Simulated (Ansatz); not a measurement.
# Ca(111) slab, 5 layers: from the cell to its phonons, part 2 of 2

How does Ca(111) slab, 5 layers vibrate, and is this structure a minimum?

Ansatz 0.2.0; DFT LDA, scalar-relativistic, plane waves, PAW.

So far: The structure; Relaxation.

### 3. Relaxing to small forces for the phonons

Phonons need a cell at rest on their own settings, so the relaxation is repeated with tight tolerances on forces and stress on the k mesh and occupations of the first response run.

Input file input.yaml:

```yaml
crystal:
  lattice:
    - [3.8036512405, -2.8233e-06, 0.0]
    - [-1.9018231752, 3.2940600131, 0.0]
    - [0.0, 0.0, 49.2033645503]
  atoms:
    - { symbol: Ca, position: [0.0, 0.0, 0.1392122894] }
    - { symbol: Ca, position: [0.3333333333, 0.6666666667, 0.199476256] }
    - { symbol: Ca, position: [0.6666666667, 0.3333333333, 0.2611783791] }
    - { symbol: Ca, position: [0.0, 0.0, 0.3228805022] }
    - { symbol: Ca, position: [0.3333333333, 0.6666666667, 0.3831444688] }
  periodic: [true, true, false]
kpoints:
  mp_grid: { grid: [9, 9, 1] }
hamiltonian:
  xc: lda
scf:
  occupations: { method: methfessel_paxton, width: 0.15 }
output:
  forces: true
  stress: true
  eigenvalues: true
relax:
  adjacent_minimum: "off"
  f_tol: 0.001
  max_steps: 60
  cell: { stress_2d_tol: 0.002 }
```

Started as:

```sh
$ ansatz run input.yaml --threads 8 --pin off --max-ram 14336MiB --backend cpu --events-out ev --progress --plain --runs-dir out
```

Numbers of over 12 decimals in the logs are rounded to 6 here.

Log:

```text
[...]
Crystal: 5 atoms, lattice volume = 616.491 Å³
Basis set: ecut = 420 eV, 12081 PW (Γ)
Bands: 30, of which v1, the nominal top of the filled ones, is band 25 counted from 1 (24 counted from 0)
Symmetry: 12 space group operations
[...]
k-points: 12 of 81
[...]
--- Relaxed structure (5 steps of the walk, 4 accepted, 1 SCFs on fresh bases) ---
[...]
cell:  # Å, volume = 617.6366 Å³
    - [3.807183, -2.8259220315244895e-6, 0]
    - [-1.903589, 3.297119, 0]
    - [0, 0, 49.2033645503]
  atoms:
[...]
- { symbol: Ca, position: [0.333333, 0.666667, 0.199583] }
    - { symbol: Ca, position: [0.666667, 0.333333, 0.2611783791] }
[...]
- { symbol: Ca, position: [0.333333, 0.666667, 0.382891] }
[key lines of the parts left out:]
SCF converged after 5 iterations
Free energy (F): -8862.153338 eV
Fermi energy:    -2.915716 eV
P = ½ c Tr σ = 0.0004 N/m
```

It took 14 s on 8 threads of Arm Neoverse V2, shared host; peak memory 1.2 GiB; 1.7 min of CPU time.

Step by step:

```csv
step,energy less that of the first step (eV),largest force component (eV/Å),volume (Å³)
1,0.0000,0.0052,616.49
2,0.0000,0.0028,616.81
3,-0.0001,0.0009,617.64
4,-0.0001,0.0023,617.66
5,-0.0001,0.0000,617.64
6*,-0.0001,0.0000,617.64
```

Relaxation steps marked * repeat the geometry before them on a plane-wave basis chosen anew for their cell, so energy and pressure can jump there. Relaxation step 4 was tried and not accepted.

The run keeps the 12 symmetry operations that it works with, so distortions that break them were not tested.

```csv
cell as run,before,after,change
a (Å),3.804,3.807,+0.1 %
b (Å),3.804,3.807,+0.1 %
```

The atoms that moved most (Å, along periodic axes as changes of fractional coordinates times the final cell, across vacuum about the mean position):

```csv
atom,dx,dy,dz,length
Ca5,0.000,0.000,-0.012,0.012
Ca1,0.000,0.000,0.012,0.012
Ca4,0.000,0.000,-0.005,0.005
Ca2,0.000,0.000,0.005,0.005
```

Numbers from this step:

- area per atom: 2.511 Å²

The largest force component left is 0.018 meV/Å, within the tolerances set.

### 4. Zone-centre response

The zone centre comes first: it holds the modes that light can see, as far as symmetry allows. No field response is asked, since the mesh shows no gap.

Input file input.yaml:

```yaml
crystal:
  lattice:
    - [3.8071833642, -2.8259e-06, 0.0]
    - [-1.9035892348, 3.2971189232, 0.0]
    - [0.0, 0.0, 49.2033645503]
  atoms:
    - { symbol: Ca, position: [0.0, 0.0, 0.1394661678] }
    - { symbol: Ca, position: [0.3333333333, 0.6666666667, 0.1995830731] }
    - { symbol: Ca, position: [0.6666666667, 0.3333333333, 0.2611783791] }
    - { symbol: Ca, position: [0.0, 0.0, 0.3227736851] }
    - { symbol: Ca, position: [0.3333333333, 0.6666666667, 0.3828905904] }
  periodic: [true, true, false]
kpoints:
  mp_grid: { grid: [9, 9, 1] }
hamiltonian:
  xc: lda
scf:
  occupations: { method: methfessel_paxton, width: 0.15 }
output:
  eigenvalues: true
phonons:
  method: dfpt
```

Log:

```text
Warning: crystal.symmetry: narrowed to the stabiliser of the run's FFT grids — unitary ops 12 → 6. A phonons.method: dfpt run fills in the rows of the dynamical matrix that it does not solve by its symmetry operations, which is exact only for operations that map its FFT grids onto themselves: filled in by any other, the frequencies could depend on the order in which like atoms are typed, or, by more than the grids' own error, on where the crystal sits among the grids' points. Excluded: 6 operations. The run can therefore solve more perturbations, solve them on more k-points, or both, and cost more. [rest of the remark cut]
[...]
Crystal: 5 atoms, lattice volume = 617.637 Å³
Basis set: ecut = 420 eV, 12081 PW (Γ), exchange–correlation on 54×54×720 points (8 copies of the dense FFT grid, shifted against one another)
Bands: 30, of which v1, the nominal top of the filled ones, is band 25 counted from 1 (24 counted from 0)
Symmetry: 12 space group operations
k-points: 25 of 81 (irreducible under 2 space group operations, time reversal used)
[...]
SCF iter   1: F=—  HF=-8862.164878 eV  |F-HF|=—  |Δ(HF+E_count)|=         —  Δρ=2.55e-3  dr2=3.80e-1  ethr=1.77e-3  ⟨swp⟩=22.1  Hψ=14831  notcnv=0  defer=2
automatic band count: the SCF goes on with 35 bands, as 30 were too few: they end inside the smearing window of the response
[...]
SCF iter   2: F=—  HF=-8862.153527 eV  |F-HF|=—  |Δ(HF+E_count)|=   1.14e-2  S|Δr|=    0.00e0  Δρ=6.85e-4  dr2=4.74e-3  ethr=7.60e-4  ⟨swp⟩=2.1  Hψ=1186  notcnv=0  defer=20
[...]
SCF iter  12: F=-8862.153331 eV  HF=-8862.153331 eV  |F-HF|=4.55e-11  |Δ(HF+E_count)|=  2.38e-10  S|Δr|=    0.00e0  Δρ=2.13e-8  dr2=9.96e-12  ethr=1.00e-12  ⟨swp⟩=24.5  Hψ=5962  notcnv=0
SCF 1 converged in 12 iterations: F = -8862.153331 eV  dr2 = 9.96e-12
[...]
DFPT response loops at Γ: preconditioner auto → none (partly filled bands, converged f_vac=0.647); β = 0.50; Broyden in place of MSR1
SCF converged after 12 iterations
[...]
Free energy (F): -8862.153331 eV
[...]
Internal energy: -8862.148472 eV  (E = F + TS)
E sigma→0 (E₀):  -8862.152116 eV
Entropy (-TS):   -0.004859 eV (-0.972 meV/atom)
Fermi energy:    -2.915743 eV
Step filling:    the computed levels leave a gap of 0.0000 eV = 0.0 smearing widths at the electron count; against every level under it full and every level over it empty, smearing changes F+E_penalty+E_count by -4.259 meV and its σ→0 estimate by -3.044 meV
[...]
--- Band table (eV; the first three rows and the last of 25) ---
  k-point 0: bands = [... 21 lower, -6.6750, -6.0376, -5.2181, -4.4098, -2.9041, -2.6821, -2.2296, -1.6746 (-1.6746°), ... 6 higher]
  k-point 1: bands = [... 21 lower, -6.4796, -5.8485, -5.0358, -4.2286, -2.8724, -2.6028, -2.1934, -1.6976 (-1.6976°), ... 6 higher]
  k-point 2: bands = [... 21 lower, -5.9218, -5.3144, -4.5309, -3.7433, -2.8096, -2.4213, -2.1284, -1.8392, ... 6 higher]
  k-point 24: bands = [... 21 lower, -4.6178, -4.0999, -3.4498, -2.8233, -2.6492, -2.4534, -2.4048, -2.3089, ... 6 higher]
  ° read free of the cell's end (the report's vacuum.weakly_bound_levels)
--- Phonons (Γ-DFPT): 10 representative perturbations + reference, on 25 of 81 k-points (Σ response iterations 64) ---
  ASR residual: 3.765e-5 → 0.000e0 eV/Å²; symmetrization residual: 9.323e-6 eV/Å²
  The last average, over the group as it would stand without the narrowing to the FFT grids, took up to 3.386e-6 eV/Å² of the zone centre's force constants
  ASR residual per site (eV/Å²): 2.16e-5 2.12e-5 3.77e-5 1.42e-5 1.87e-5
  Γ frequencies (cm⁻¹): 0.00 0.00 0.00 21.47 21.47 47.80 47.80 48.99 71.65 71.65 82.95 82.95 104.92 142.27 161.67
  non-analytic LO–TO correction: not included (Born effective charges unavailable; polar crystals: no LO–TO splitting at Γ)
```

Elapsed: 2.5 min, on 8 threads; peak memory 2.5 GiB.

In the SCF lines HF is the Harris–Foulkes energy and dr2 the Hartree energy of the density residual, in eV; the loop may stop once dr2 is under the threshold and the program's other checks hold. Hψ counts applications of the Hamiltonian.

Numbers from this step:

- sum-rule residual before enforcement: 3.77e-5 eV/Å²
- point group: -3m
- highest optical mode at the zone centre (no LO-TO term): 161.7 cm⁻¹
- lowest optical zone-centre mode: 21.47 cm⁻¹

Patterns of degenerate modes are one choice out of their space. Modes at Γ:

```csv
mode,frequency (cm⁻¹),symmetry
1,0.0,acoustic
2,0.0,acoustic
3,0.0,acoustic
4,21.5,Eg
5,21.5,Eg
6,47.8,Eu
7,47.8,Eu
8,49.0,A1g
9,71.7,Eg
10,71.7,Eg
11,83.0,Eu
12,83.0,Eu
13,104.9,A2u
14,142.3,A1g
15,161.7,A2u
```

Displacements in mode 4 (21.5 cm⁻¹), the largest set to 1:
```
Ca1  1.00 -0.08  0.00
Ca2  0.68 -0.05  0.00
Ca3  0.00  0.00  0.00
Ca4 -0.68  0.05  0.00
Ca5 -1.00  0.08  0.00
```

Displacements in mode 10 (71.7 cm⁻¹), the largest set to 1:
```
Ca1  0.00  0.68  0.00
Ca2  0.00 -1.00  0.00
Ca3  0.00  0.00  0.00
Ca4  0.00  1.00  0.00
Ca5  0.00 -0.68  0.00
```

Before it was imposed, the acoustic sum rule was missed by 3.8e-5 eV/Å². Small misses are needed for a sound result but don't prove that mesh and cutoff are converged. The lowest optical mode is real, 21.5 cm⁻¹.

### 5. Response at finite wavevector

Stability and thermal properties need the whole zone. Linear response on a 3×3×1 q mesh gives force constants as far as a supercell of that size would.

input.yaml: that of step 4 with these lines changed.

```diff
@@ -22 +22,10 @@
   method: dfpt
+  qmesh: [3, 3, 1]
+  temperatures: { t_max: 1000, t_step: 50 }
+  qpath:
+    path:
+      - [0.0, 0.0, 0.0]
+      - [0.5, 0.0, 0.0]
+      - [0.33333333, 0.33333333, 0.0]
+      - [0.0, 0.0, 0.0]
+    npoints: 10
```

Log:

```text
[...]
Crystal: 5 atoms, lattice volume = 617.637 Å³
Basis set: ecut = 420 eV, 12081 PW (Γ), exchange–correlation on 54×54×720 points (8 copies of the dense FFT grid, shifted against one another)
Bands: 30, of which v1, the nominal top of the filled ones, is band 25 counted from 1 (24 counted from 0)
Symmetry: 12 space group operations
k-points: 12 of 81 (irreducible under 6 space group operations, time reversal used)
[...]
SCF iter   1: F=—  HF=-8862.163524 eV  |F-HF|=—  |Δ(HF+E_count)|=         —  Δρ=2.53e-3  dr2=3.74e-1  ethr=1.77e-3  ⟨swp⟩=21.6  Hψ=7004  notcnv=0  defer=2
[...]
SCF iter  12: F=-8862.153331 eV  HF=-8862.153331 eV  |F-HF|=1.73e-10  |Δ(HF+E_count)|=  1.20e-10  S|Δr|=    0.00e0  Δρ=1.53e-8  dr2=3.12e-12  ethr=1.00e-12  ⟨swp⟩=28.7  Hψ=3097  notcnv=0
SCF 1 converged in 12 iterations: F = -8862.153331 eV  dr2 = 3.12e-12
[...]
phonons: the bands overlap, so this run is a metal and interpolates without the dipole-dipole term. If the crystal is really an insulator or semiconductor, its LO-TO splitting is missing
NSCF: frozen V_eff on 12 k-points
[...]
DFPT response loops at q = (0, 0, 0) (fractional): preconditioner auto → none (partly filled bands, converged f_vac=0.647); β = 0.50; Broyden in place of MSR1
[...]
SCF converged after 12 iterations
[...]
Free energy (F): -8862.153331 eV
[...]
Internal energy: -8862.148472 eV  (E = F + TS)
E sigma→0 (E₀):  -8862.152116 eV
Entropy (-TS):   -0.004859 eV (-0.972 meV/atom)
Fermi energy:    -2.915743 eV
[...]
--- Band table (eV; the first three rows and the last of 12) ---
  k-point 0: bands = [... 21 lower, -6.6750, -6.0376, -5.2181, -4.4098, -2.9041, -2.6821, -2.2296, -1.6746 (-1.6746°), ... 6 higher]
  k-point 1: bands = [... 21 lower, -6.4796, -5.8485, -5.0358, -4.2286, -2.8724, -2.6028, -2.1934, -1.6976 (-1.6976°), ... 6 higher]
  k-point 2: bands = [... 21 lower, -5.9218, -5.3144, -4.5309, -3.7433, -2.8096, -2.4213, -2.1284, -1.8392, ... 6 higher]
  k-point 11: bands = [... 21 lower, -3.1535, -3.1535, -3.0523, -2.9460, -2.9460, -2.7134, -2.5264, -2.5264, ... 6 higher]
  ° read free of the cell's end (the report's vacuum.weakly_bound_levels)
--- Phonons (Γ-DFPT): 10 representative perturbations + reference (Σ response iterations 63) ---
  ASR residual: 3.504e-5 → 0.000e0 eV/Å²; symmetrization residual: 6.306e-6 eV/Å²
[...]
ASR residual per site (eV/Å²): 5.60e-6 2.93e-5 3.50e-5 2.63e-5 1.23e-5
[...]
--- Phonons (arbitrary-q DFPT): 3 irreducible q on the 3×3×1 mesh ---
  q = [0.0000, 0.0000, 0.0000] (star 1, of the zone-centre solve; hermiticity 3.89e-6, symmetrization 1.42e-6, taken by the last average 1.58e-6): 0.00 0.00 0.00 21.47 21.47 47.80 47.80 48.99 71.65 71.65 82.95 82.95 104.92 142.27 161.67
  q = [0.0000, 0.3333, 0.0000] (star 6, 15 solved perturbations in 1035 linear systems a pass and spin channel, the states on 81 of 81 k-point pairs; hermiticity 2.96e-6, symmetrization 1.18e-6, taken by the last average 1.20e-6): 60.05 64.43 73.64 76.97 95.83 102.32 114.61 120.23 123.91 131.61 134.22 144.92 150.11 151.69 166.82
[...]
sum rule: each row above includes the acoustic sum rule's correction from the zone centre's row sums; it moved no ω² by more than (0.49 cm⁻¹)²
  mesh force constants: q→R imaginary residual 0.00e0; ASR residual 3.504e-5 → 0.000e0 eV/Å²; symmetrization residual 1.776e-15 eV/Å²
  interpolated dispersion: 31 rows × 15 modes
  density of states and harmonic sums: on the 21×21×1 q-mesh, interpolated from the force constants of a 3×3×1 supercell (no non-analytic term)
  largest difference from the sums on the solved wave vectors: F 7.66e-2 eV, S 1.05e-4 and C_V 2.81e-5 eV/K
  zero-point energy: 0.104862 eV/cell   skipped modes (ω ≤ 0): 3   left out of the sums: 4.54e-4 of the cell's modes: C_V's classical limit lies that fraction below 3 k_B per atom; for a crystal, a wire or a layer, F and S can be off by more, and a phonons.interpolated_qmesh denser along its periods is the remedy for the sampling
```

Wall time 14 min (8 threads); peak memory 4.6 GiB; 1.8 h of CPU time.

This step gave:

| Property | Result |
| --- | --- |
| sum-rule residual before enforcement | 3.50e-5 eV/Å² |
| lowest frequency on the path | 0 cm⁻¹ |
| highest frequency on the path or at a solved wavevector | 178.4 cm⁻¹ |
| mean frequency | 112.8 cm⁻¹ |
| lowest mode on the q mesh (acoustic modes at Γ apart) | 21.47 cm⁻¹ |
| zero-point energy per atom | 20.97 meV |
| heat capacity at 300 K | 24.28 J/(mol atoms K) |
| vibrational entropy at 300 K | 42.23 J/(mol atoms K) |

Frequencies (cm⁻¹) solved at each irreducible wavevector; negative means imaginary. Frequencies by wavevector, by row:

```csv
q in reciprocal lattice units,star,mode 1,mode 2,mode 3,mode 4,mode 13,mode 14,mode 15
0 0 0,1,0,0,0,21.5,104.9,142.3,161.7
0 0.3333 0,6,60,64.4,73.6,77,150.1,151.7,166.8
0.3333 0.3333 0,2,86.1,86.1,103.3,104.3,159.7,159.7,160.2
```

Interpolated from a 3×3×1 q mesh. The phonon branches at the labelled points (cm⁻¹):

```csv
point,branch 1,branch 2,branch 3,branch 4,branch 12,branch 13,branch 14,branch 15
Γ,0,0,0,22,83,105,142,162
halfway,47,52,64,65,129,134,146,162
M,73,74,82,87,158,163,166,178
halfway,79,80,92,104,156,162,162,173
K,86,86,103,104,152,160,160,160
halfway,48,65,84,85,138,139,149,160
Γ,0,0,0,22,83,105,142,162
```

Tetrahedra on a 21×21×1 mesh, mean over bins of 2 cm-1. Interpolated from a 3×3×1 q mesh. The phonon density of states by wavenumber; read off at these points:

```csv
wavenumber (cm⁻¹),phonon density of states (1/cm⁻¹/cell)
1.0,3.3e-4
7.0,0.00229
13.0,0.00469
19.0,0.00764
25.0,0.0134
31.0,0.0163
37.0,0.0196
43.0,0.0257
51.0,0.0453
57.0,0.0555
63.0,0.0685
69.0,0.0860
75.0,0.134
81.0,0.115
87.0,0.108
93.0,0.108
99.0,0.108
105.0,0.213
111.0,0.152
117.0,0.120
123.0,0.147
129.0,0.113
135.0,0.149
137.0,0.126
143.0,0.174
149.0,0.120
155.0,0.180
161.0,0.348
167.0,0.0415
173.0,0.0320
179.0,0.00303
```

Harmonic thermodynamic functions per atom, from the density of states. Interpolated from a 3×3×1 q mesh. Thermodynamic functions, by row:

```csv
T (K),F_vib (meV/atom),S (J/mol-atom/K),C_V (J/mol-atom/K)
0,20.97,0,0
100,13.84,17.26,19.88
200,-12.65,32.52,23.49
300,-51.7,42.23,24.28
400,-99.27,49.25,24.56
500,-153.3,54.75,24.69
600,-212.4,59.26,24.77
700,-275.9,63.08,24.81
800,-343,66.39,24.84
900,-413.4,69.32,24.86
1000,-486.6,71.94,24.87
```

Symmetry leaves 3 wavevectors to solve. The lowest mode among them, the acoustic zeros apart, lies at Γ and is real, 21.5 cm⁻¹.

### 6. Summary of results

| Property | Result |
| --- | --- |
| space group after relaxation (within 0.01 Å) | P-3m1 |
| area per atom | 2.51 Å² |
| electronic character | no gap on this mesh |
| highest optical mode at the zone centre (no LO-TO term) | 162 cm⁻¹ |
| lowest optical zone-centre mode | 21.5 cm⁻¹ |
| lowest mode on the q mesh (acoustic modes at Γ apart) | 21.5 cm⁻¹ |
| highest frequency on the path or at a solved wavevector | 178 cm⁻¹ |
| zero-point energy per atom | 21.0 meV |
| heat capacity at 300 K | 24.3 J/(mol atoms K) |
| vibrational entropy at 300 K | 42.2 J/(mol atoms K) |
| imaginary modes on the 3×3×1 q mesh | none |

What this shows: The structure is a minimum as far as tested: no mode is imaginary at the 3 irreducible wavevectors of the 3×3×1 mesh, and the softest away from the acoustic zeros lies at 21 cm⁻¹. The optical modes at Γ span 21 to 162 cm⁻¹. With no gap, or one that is small against the smearing, the frequencies hang on the k mesh and the smearing, most of all near Kohn anomalies. In a sheet or slab the interpolated bending branch near Γ is rough, since the rotational sum rule isn't imposed. The starting cell was built on a prototype and not taken from a measurement. These are harmonic frequencies at zero temperature: anharmonic shifts, linewidths and thermal expansion are left out.

[Logs are printed without paths, hosts, clocks, repeated set-up lines and the standing remarks that a program may print on its own settings, such as how far it seeks lower states.]

[Hosts, paths, dates, database ids (printed as entryN), source tags and the programs' standing remarks are cut or masked in the printed files.]
